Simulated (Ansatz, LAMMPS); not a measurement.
# Structural relaxation of amorphous 71HfO2-29Al2O3 (mol %) (86 atoms)

Wanted: the relaxed structure of amorphous 71HfO2-29Al2O3 (mol %) (86 atoms) and its electronic structure.

Main program and level: Ansatz 0.2.0; Kohn-Sham DFT, PBE, PAW (set soft_2), plane waves.

### Step 1. Set-up

The cell holds 86 atoms: 17 Hf, 14 Al and 55 O. Its edges and angles: a = 10.284 Å, b = 10.284 Å, c = 10.284 Å, α = 90.0°, β = 90.0°, γ = 90.0°. 86 atoms (17 Zr, 14 Al, 55 O) placed at random at 4.29 g/cm³, melted at 5000 K for 10 ps at fixed volume with the Morse and Coulomb pair potential with partial charges (Pedone, Malavasi, Menziani, Cormack and Segre, J. Phys. Chem. B 110, 11780 (2006)). Quenched from 5000 K to 300 K at 50 K/ps and fixed volume, held 5 ps, then minimised at fixed cell. Then Zr was replaced by Hf (the potential has no terms for the new elements, so the cell is a start for a DFT relaxation).

Limits known from the start: The quench rate of 50 K/ps is orders of magnitude faster than experiment, which tends to freeze in extra defects. The starting topology of bonds comes from the classical model. Only the Γ point is sampled in the main run, in a cell whose shortest periodic width is 10 Å. No spin–orbit coupling is included, so levels derived from the heavy atoms are approximate.

### Step 2. The classical run that made the cell

A classical potential supplies the starting structure, since it reaches far longer times than DFT.

This step: classical MD, Morse and Coulomb pair potential with partial charges (Pedone, Malavasi, Menziani, Cormack and Segre, J. Phys. Chem. B 110, 11780 (2006)) (LAMMPS 22 Jul 2025 - Update 4).

The input, in.lmp:

```
# melt-quench of Zr17Al14O55
units metal
atom_style charge
boundary p p p
region box block 0 10.2839 0 10.2839 0 10.2839
create_box 3 box
mass 1 91.2240   # Zr
mass 2 26.9815   # Al
mass 3 15.9990   # O
create_atoms 1 random 17 40971 NULL overlap 1.5 maxtry 2000
create_atoms 2 random 14 40978 NULL overlap 1.5 maxtry 2000
create_atoms 3 random 55 40985 NULL overlap 1.5 maxtry 2000
pair_style hybrid/overlay pedone 5.5 coul/long 8.0
pair_coeff * * coul/long
pair_coeff 1 3 pedone 0.206237 2.479675 2.436997 1   # Zr-O
pair_coeff 2 3 pedone 0.361581 1.900442 2.164818 0.9   # Al-O
pair_coeff 3 3 pedone 0.042395 1.379316 3.618701 22   # O-O
set type 1 charge 2.4
set type 2 charge 1.8
set type 3 charge -1.2
kspace_style pppm 1.0e-4
neigh_modify delay 0 every 1 check yes
thermo_style custom step time temp pe press density
thermo_modify norm yes
timestep 0.002
thermo 100
min_style cg
minimize 1e-4 1e-4 200 2000
reset_timestep 0
velocity all create 5000 40972 mom yes dist gaussian
fix lim all nve/limit 0.05
fix lan all langevin 5000 5000 0.2 40973 zero yes
thermo 500
run 1000 post no
# [... 10 lines left out ...]
thermo 1250
fix md all nvt temp 300 300 0.2
run 2500 post no
unfix md
thermo 100
min_style cg
minimize 0 1e-3 2000 20000
write_dump all custom glass.dump id type xs ys zs modify sort id
```

Started as:

```
$ lmp -in in.lmp -log none -nocite
```

Numbers of over 12 decimals in the logs are rounded to 6 here.

Output:

```text
LAMMPS (22 Jul 2025 - Update 4)
Created orthogonal box = (0 0 0) to (10.2839 10.2839 10.2839)
Created 17 atoms
Created 14 atoms
Created 55 atoms
PPPM initialization ...
  G vector (1/distance) = 0.38772299
  grid = 12 12 12
  estimated relative force accuracy = 4.8227646e-05
   Step          Time           Temp          PotEng         Press         Density
         0   0              0             -1.0811875      1128393        4.2879432
        66   0.132          0             -14.29058       17776.948      4.2879432
Loop time of 0.0522901 s on 1 MPI rank(s) for 66 steps with 86 atoms
Minimization stats:
  Stopping criterion = energy tolerance
  Energy initial, next-to-last, final =
      -1.0811874720721  -14.2892988654025  -14.2905801634972
  Force two-norm initial, final = 342.43352 2.0204835
  Iterations, force evaluations = 66 89
   Step          Time           Temp          PotEng         Press         Density
[... 12 lines left out ...]
[... 1 line left out ...]
Loop time of 2.39278 s on 1 MPI rank(s) for 5000 steps with 86 atoms
   Step          Time           Temp          PotEng         Press         Density
[... 12 lines left out ...]
Loop time of 20.816 s on 1 MPI rank(s) for 47000 steps with 86 atoms
   Step          Time           Temp          PotEng         Press         Density
[... 2 lines left out ...]
     55000   110            341.46437     -14.496986     -33053.276      4.2879432
     55500   111            301.61714     -14.494055     -42446.325      4.2879432
Loop time of 1.00628 s on 1 MPI rank(s) for 2500 steps with 86 atoms
   Step          Time           Temp          PotEng         Press         Density
     55500   111            301.61714     -14.494055     -42446.325      4.2879432
     55513   111.026        301.61714     -14.535474     -45156.272      4.2879432
Loop time of 0.0321765 s on 1 MPI rank(s) for 13 steps with 86 atoms
Minimization stats:
  Stopping criterion = linesearch alpha is zero
  Energy initial, next-to-last, final =
     -14.4940553097761  -14.5354744110187  -14.5354744110187
  Force two-norm initial, final = 12.859522 0.52530241
  Iterations, force evaluations = 13 61
```

Run time: 25 s. Hardware: 1 thread of Arm Neoverse V1, shared host; peak memory 0.072 GiB.

### Step 3. Single point at the start

The forces at the start show how far the geometry lies from a minimum of this functional.

The input, input.yaml:

```yaml
crystal:
  lattice:
    - [10.2839, 0.0, 0.0]
    - [0.0, 10.2839, 0.0]
    - [0.0, 0.0, 10.2839]
  atoms:
    - { symbol: Hf, position: [0.94725, 0.56621, 0.90996] }
    - { symbol: Hf, position: [0.14522, 0.83504, 0.5289] }
    - { symbol: Hf, position: [0.6715, 0.30334, 0.8287] }
    - { symbol: Hf, position: [0.30834, 0.50029, 0.97884] }
    - { symbol: Hf, position: [0.11747, 0.74267, 0.17912] }
    - { symbol: Hf, position: [0.02419, 0.03403, 0.70685] }
    - { symbol: Hf, position: [0.48457, 0.94851, 0.92161] }
    - { symbol: Hf, position: [0.61038, 0.3822, 0.47958] }
    - { symbol: Hf, position: [0.35353, 0.42753, 0.65485] }
    - { symbol: Hf, position: [0.81344, 0.04766, 0.47176] }
    - { symbol: Hf, position: [0.7402, 0.20936, 0.2212] }
    - { symbol: Hf, position: [0.76806, 0.83967, 0.15435] }
    - { symbol: Hf, position: [0.68136, 0.51758, 0.09765] }
    - { symbol: Hf, position: [0.4906, 0.98071, 0.31585] }
    - { symbol: Hf, position: [0.01084, 0.27118, 0.95442] }
    - { symbol: Hf, position: [0.28292, 0.4551, 0.30548] }
    - { symbol: Hf, position: [0.2719, 0.17402, 0.45061] }
    - { symbol: Al, position: [0.06129, 0.53155, 0.45018] }
    - { symbol: Al, position: [0.4273, 0.67667, 0.47096] }
    - { symbol: Al, position: [0.15695, 0.84062, 0.91059] }
    - { symbol: Al, position: [0.60755, 0.83847, 0.59115] }
    - { symbol: Al, position: [0.02484, 0.24327, 0.2435] }
    - { symbol: Al, position: [0.36504, 0.74099, 0.75017] }
    - { symbol: Al, position: [0.45505, 0.69579, 0.16459] }
    - { symbol: Al, position: [0.51923, 0.09722, 0.64737] }
    - { symbol: Al, position: [0.77579, 0.02946, 0.92486] }
    - { symbol: Al, position: [0.88465, 0.73335, 0.60387] }
    - { symbol: Al, position: [0.45716, 0.23806, 0.09123] }
    - { symbol: Al, position: [0.28945, 0.18433, 0.79984] }
    - { symbol: Al, position: [0.90774, 0.34354, 0.6331] }
    - { symbol: Al, position: [0.23279, 0.05897, 0.11986] }
    - { symbol: O, position: [0.28688, 0.64263, 0.12163] }
    - { symbol: O, position: [0.98587, 0.39185, 0.77979] }
    - { symbol: O, position: [0.69902, 0.9568, 0.32082] }
    - { symbol: O, position: [0.76848, 0.46163, 0.91933] }
    - { symbol: O, position: [0.25579, 0.25426, 0.6362] }
    - { symbol: O, position: [0.90026, 0.31385, 0.13325] }
    - { symbol: O, position: [0.49793, 0.53794, 0.56108] }
    - { symbol: O, position: [0.21526, 0.80945, 0.34482] }
    - { symbol: O, position: [0.36986, 0.10653, 0.01341] }
    - { symbol: O, position: [0.73036, 0.73976, 0.55731] }
    - { symbol: O, position: [0.34293, 0.33734, 0.85677] }
    - { symbol: O, position: [0.61675, 0.10093, 0.85588] }
    - { symbol: O, position: [0.13846, 0.8687, 0.73888] }
    - { symbol: O, position: [0.59647, 0.3147, 0.02389] }
    - { symbol: O, position: [0.45651, 0.87257, 0.14424] }
    - { symbol: O, position: [0.02206, 0.67833, 0.51568] }
    - { symbol: O, position: [0.49842, 0.57045, 0.02448] }
    - { symbol: O, position: [0.16383, 0.918, 0.06678] }
    - { symbol: O, position: [0.9541, 0.41933, 0.49461] }
    - { symbol: O, position: [0.41759, 0.60338, 0.32211] }
    - { symbol: O, position: [0.08357, 0.70451, 0.97129] }
    - { symbol: O, position: [0.67144, 0.40639, 0.27253] }
    - { symbol: O, position: [0.51703, 0.8196, 0.7334] }
    - { symbol: O, position: [0.93606, 0.90924, 0.56501] }
    - { symbol: O, position: [0.30325, 0.0728, 0.27509] }
    - { symbol: O, position: [0.79038, 0.05494, 0.09589] }
    - { symbol: O, position: [0.12876, 0.14645, 0.8397] }
    - { symbol: O, position: [0.66903, 0.88358, 0.97775] }
    - { symbol: O, position: [0.63037, 0.69269, 0.1968] }
    - { symbol: O, position: [0.54576, 0.14693, 0.2053] }
    - { symbol: O, position: [0.32739, 0.57834, 0.7901] }
    - { symbol: O, position: [0.41025, 0.33455, 0.4219] }
    - { symbol: O, position: [0.51995, 0.28072, 0.67046] }
    - { symbol: O, position: [0.10897, 0.44566, 0.98828] }
    - { symbol: O, position: [0.10971, 0.17756, 0.1081] }
    - { symbol: O, position: [0.94796, 0.82891, 0.23926] }
    - { symbol: O, position: [0.91099, 0.96203, 0.85484] }
    - { symbol: O, position: [0.91115, 0.1694, 0.61226] }
    - { symbol: O, position: [0.73992, 0.37541, 0.64594] }
    - { symbol: O, position: [0.35034, 0.36622, 0.13539] }
    - { symbol: O, position: [0.50443, 0.8244, 0.44937] }
    - { symbol: O, position: [0.39241, 0.05774, 0.75948] }
    - { symbol: O, position: [0.66116, 0.0027, 0.60471] }
    - { symbol: O, position: [0.15358, 0.036, 0.5382] }
    - { symbol: O, position: [0.83914, 0.20027, 0.8801] }
    - { symbol: O, position: [0.32885, 0.8216, 0.89404] }
    - { symbol: O, position: [0.22718, 0.49605, 0.50478] }
    - { symbol: O, position: [0.69108, 0.20588, 0.42609] }
    - { symbol: O, position: [0.4419, 0.0747, 0.49497] }
    - { symbol: O, position: [0.31433, 0.73922, 0.58821] }
    - { symbol: O, position: [0.10615, 0.55898, 0.28576] }
    - { symbol: O, position: [0.15597, 0.29513, 0.33603] }
    - { symbol: O, position: [0.90831, 0.66983, 0.74897] }
    - { symbol: O, position: [0.84086, 0.64719, 0.06932] }
    - { symbol: O, position: [0.91527, 0.14792, 0.3248] }
kpoints:
  mp_grid: { grid: [1, 1, 1] }
hamiltonian:
  xc: pbe
scf:
  occupations: { method: fermi_dirac, width: 0.025 }
output:
  forces: true
```

Started as:

```
$ ansatz run input.yaml --threads 4 --pin off --max-ram 8192MiB --backend cpu --events-out ev --progress --plain --runs-dir out
```

Output:

```text
Engine: ansatz 0.2.0, aarch64-unknown-linux-gnu
Pseudopotentials: kind: paw
Pseudopotential: Hf, paw, valence charge 26, recommended cutoff 420 eV (normal), Hf.paw.azcp
Pseudopotential: Al, paw, valence charge 3, recommended cutoff 420 eV (normal), Al.paw.azcp
Pseudopotential: O, paw, valence charge 6, recommended cutoff 420 eV (normal), O.paw.azcp
[... 5 lines on functional and potentials left out ...]
Crystal: 86 atoms, lattice volume = 1087.611 Å³
Basis set: ecut = 420 eV, 21247 PW (Γ), exchange–correlation on 144×144×144 points (8 copies of the dense FFT grid, shifted against one another)
Bands: 493, of which v1, the nominal top of the filled ones, is band 407 counted from 1 (406 counted from 0)
Symmetry: 1 space group operations
Space group: P1 (ITA 1), of the structure as read, at distance tolerance 1.0e-4 Å
k-points: 1
[... 7 lines on functional and potentials left out ...]
Initial density: superposition of atomic densities (neutral atoms: chi_scale 0, normalization atom), corrected by the library's trained network
Initial wavefunctions: pseudopotential atomic-orbital guess
Functional: x = pbe(κ = 0.804, μ = 0.219515), c = pbe(β = 0.066725)
SCF iter   1: F=—  HF=-306125.800059 eV  |F-HF|=—  |Δ(HF+E_count)|=         —  Δρ=3.65e-3  dr2=1.56e-1  ethr=1.77e-3  ⟨swp⟩=6.0  Hψ=1810  notcnv=0  defer=59
preconditioner: auto → Resta (q_TF=auto, 2.600 Å⁻¹)  ε∞=4.5  [insulator: Δε(μ)=3.496 eV  Ē_g=16.827 eV  σ=0.025 eV  W_gap=1.00  n_scr=340 (ndim 8)  ℏωp=31.4 eV  f_vac=0.110  D(μ)=0.00/eV (n_scr^D=0)  ε∞_Penn≈4.5]
SCF iter   2: F=—  HF=-306125.789695 eV  |F-HF|=—  |Δ(HF+E_count)|=   1.04e-2  Δρ=1.85e-3  dr2=3.13e-2  ethr=1.92e-5  ⟨swp⟩=2.0  Hψ=911  notcnv=0  defer=81
SCF iter   3: F=—  HF=-306125.790761 eV  |F-HF|=—  |Δ(HF+E_count)|=   1.07e-3  Δρ=8.25e-4  dr2=1.05e-2  ethr=3.85e-6  ⟨swp⟩=2.0  Hψ=713  notcnv=0  defer=60
automatic band count: iteration 3 solves 472 bands in place of 493: the levels show a gap, and the empty bands left out lie too high to hold charge; the band table lists the bands solved (type scf.n_extra_bands for more)
SCF iter   4: F=—  HF=-306125.791375 eV  |F-HF|=—  |Δ(HF+E_count)|=   6.13e-4  Δρ=2.46e-4  dr2=9.59e-4  ethr=1.28e-6  ⟨swp⟩=2.0  Hψ=791  notcnv=0  defer=60
SCF iter   5: F=—  HF=-306125.791469 eV  |F-HF|=—  |Δ(HF+E_count)|=   9.47e-5  Δρ=1.64e-4  dr2=3.23e-4  ethr=1.18e-7  ⟨swp⟩=2.0  Hψ=815  notcnv=0  defer=60
SCF iter   6: F=—  HF=-306125.791464 eV  |F-HF|=—  |Δ(HF+E_count)|=   5.70e-6  Δρ=5.18e-5  dr2=3.64e-5  ethr=3.97e-8  ⟨swp⟩=2.0  Hψ=807  notcnv=0  defer=60
SCF iter   7: F=—  HF=-306125.793650 eV  |F-HF|=—  |Δ(HF+E_count)|=   2.19e-3  Δρ=3.71e-5  dr2=1.56e-5  ethr=4.47e-9  ⟨swp⟩=2.0  Hψ=871  notcnv=0  defer=60
SCF iter   8: F=—  HF=-306125.793652 eV  |F-HF|=—  |Δ(HF+E_count)|=   2.67e-6  Δρ=1.24e-5  dr2=2.23e-6  ethr=1.92e-9  ⟨swp⟩=2.0  Hψ=727  notcnv=0  defer=60
SCF iter   9: F=—  HF=-306125.793654 eV  |F-HF|=—  |Δ(HF+E_count)|=   1.43e-6  Δρ=6.33e-6  dr2=4.80e-7  ethr=2.74e-10  ⟨swp⟩=2.0  Hψ=819  notcnv=0  defer=60
SCF iter  10: F=—  HF=-306125.793654 eV  |F-HF|=—  |Δ(HF+E_count)|=   1.36e-7  Δρ=4.04e-6  dr2=1.81e-7  ethr=5.90e-11  ⟨swp⟩=3.0  Hψ=812  notcnv=0  defer=60
SCF iter  11: F=-306125.793654 eV  HF=-306125.793654 eV  |F-HF|=1.36e-8  |Δ(HF+E_count)|=   3.70e-8  Δρ=1.48e-6  dr2=3.21e-8  ethr=1.23e-11  ⟨swp⟩=4.0  Hψ=1572  notcnv=0
SCF 1 converged in 11 iterations: F = -306125.793654 eV  dr2 = 3.21e-8
  greatest PAW one-centre occupation: 0.999 electrons in one spin orbital (limit 2), on the Hf atom at site 3 (counted from 0), in its partial waves of l = 0
SCF converged after 11 iterations
Free energy (F): -306125.793654 eV
Harris-Foulkes:  -306125.793654 eV  (|F-HF|=1.36e-8)
Internal energy: -306125.793654 eV  (E = F + TS)
E sigma→0 (E₀):  -306125.793654 eV
Fermi energy:    10.863142 eV
--- Per-component energies (eV) ---
  E_band       = -3180.265667
  E_kinetic    = 17154.995719
  E_local      = -149072.585151  (includes V_loc(G=0)·N_el)
  E_nonlocal   = -18357.898877
  E_hartree    = 67497.140129
  E_xc         = -9719.114937
  E_vxc        = -10112.893573  (∫ρ·V_xc dr)
  E_paw        = -133004.718660  (= ΣΔE_a)
  E_vpaw       = 22213.700911  (= ΣTr[D̂ρ^β])
  E_aug_tail   = 0.136616  (compensation charges beyond the density's cutoff)
  E_ewald      = -80623.748494
  E_smearing   = -0.000000  (= −TS)
  E_closure    = -0.000000  (closes the sum)
  Σ components = -306125.793654   (vs F -306125.793654, Δ=0.00e0)
--- Forces (eV/Å), atoms counted from 1 ---
  atom   1  Hf    -0.90872347     1.49237764    -2.13146051
  atom   2  Hf     1.33480634    -0.40959288    -1.93162098
  atom   3  Hf     1.09988226    -0.28769926     1.33893016
  atom   4  Hf    -0.05993586    -0.18982769    -0.04685185
  atom   5  Hf    -1.23315969     0.74489500     1.99524461
  atom   6  Hf    -1.44505841     0.19119991     2.05273283
  atom   7  Hf     1.06542964    -0.13310723     0.22324422
  atom   8  Hf     0.42706610    -0.86620607    -0.61532255
  atom   9  Hf    -0.63521271    -0.30976937    -0.55395975
  atom  10  Hf     0.04255559     0.32729945    -0.27305604
  atom  11  Hf     0.18231483    -0.55550474    -0.49775479
  atom  12  Hf     0.47995449    -0.23340307     0.50803079
  atom  13  Hf    -0.25636909     0.40785371    -0.21604015
  atom  14  Hf     0.01380755     0.05319142    -0.64616205
[...]
atom  85  O     -0.36285636    -0.40959522    -0.18800933
  atom  86  O     -1.22161589    -1.00733375     0.95643301
  max |Σ_I F_I| component: 1.47e-4 eV/Å
```

Elapsed: 22 s, on 4 threads of Arm Neoverse V1, shared host; peak memory 1.7 GiB; 82 s of CPU time.

Read from the output:

| Quantity | Value |
| --- | --- |
| free energy | -306125.7937 eV |
| free energy per atom | -3559.6023 eV/atom |
| SCF cycles | 11 |
| r.m.s. force component | 0.629 eV/Å |
| longest force | 4.013 eV/Å |
| Fermi energy | 10.86 eV |

The r.m.s. force component of 0.63 eV/Å sets the starting point.

Neighbours are counted within 2.82 Å (O-Hf), 2.19 Å (O-Al).

Length of the force by element and coordination:

| element | coordination | atoms | mean length of the force (eV/Å) | spread | least | most |
| --- | --- | --- | --- | --- | --- | --- |
| Al | all | 14 | 0.811 | 0.240 | 0.357 | 1.24 |
| Al | 4 | 12 | 0.774 | 0.225 | 0.357 | 1.10 |
| Al | 5 | 2 | 1.04 | 0.201 | 0.835 | 1.24 |
| Hf | all | 17 | 1.22 | 0.795 | 0.204 | 2.76 |
| Hf | 6 | 13 | 1.32 | 0.886 | 0.204 | 2.76 |
| Hf | 7 | 4 | 0.913 | 0.118 | 0.768 | 1.10 |
| O | all | 55 | 0.820 | 0.587 | 0.0456 | 4.01 |
| O | 2 | 6 | 1.74 | 1.12 | 0.746 | 4.01 |
| O | 3 | 44 | 0.722 | 0.354 | 0.0456 | 1.85 |
| O | 4 | 5 | 0.570 | 0.171 | 0.390 | 0.828 |

(Continued in part 2 of 4.)

[Logs are printed without paths, hosts, clocks, repeated set-up lines and the standing remarks that a program may print on its own settings, such as how far it seeks lower states.]

[Hosts, paths, dates, database ids (printed as entryN), source tags and the programs' standing remarks are cut or masked in the printed files.]
